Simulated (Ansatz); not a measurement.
# Direct or indirect: ZnS (P6_3mc)

```yaml
crystal:
  lattice:
    - [3.81100, 0.00000, 0.00000]
    - [-1.90550, 3.30042, 0.00000]
    - [0.00000, 0.00000, 6.23400]
  atoms:
    - { symbol: Zn, position: [0.66667, 0.33333, 0.50000] }
    - { symbol: Zn, position: [0.33333, 0.66667, 0.00000] }
    - { symbol: S, position: [0.66667, 0.33333, 0.88500] }
    - { symbol: S, position: [0.33333, 0.66667, 0.38500] }
```

Method: Ansatz, PBE, independent particles, without spin-orbit coupling, line width 0.15 eV (Gaussian). The band structure gives a fundamental gap of 2.25 eV. The spectrum of vertical transitions near the edge:

```csv
E (eV),"Im ε, E ∥ xy","Im ε, E ∥ z"
1.80,0.00,0.00
1.92,0.00,0.00
2.04,0.01,0.01
2.16,0.05,0.07
2.28,0.22,0.29
2.40,0.46,0.56
2.52,0.64,0.76
2.64,0.76,0.90
2.76,0.84,1.01
2.88,0.91,1.10
3.00,0.98,1.18
3.12,1.04,1.26
3.24,1.10,1.34
3.36,1.17,1.42
3.48,1.25,1.51
```

(1) Is the gap direct or indirect, and about where do vertical transitions set in?

Results:

(1) Direct: the band path has its least direct gap at the fundamental one, 2.25 eV, and the curves rise from there. Lines are broadened by 0.15 eV, which spreads the edge.

[Logs are printed without paths, hosts, clocks, repeated set-up lines and the standing remarks that a program may print on its own settings, such as how far it seeks lower states.]
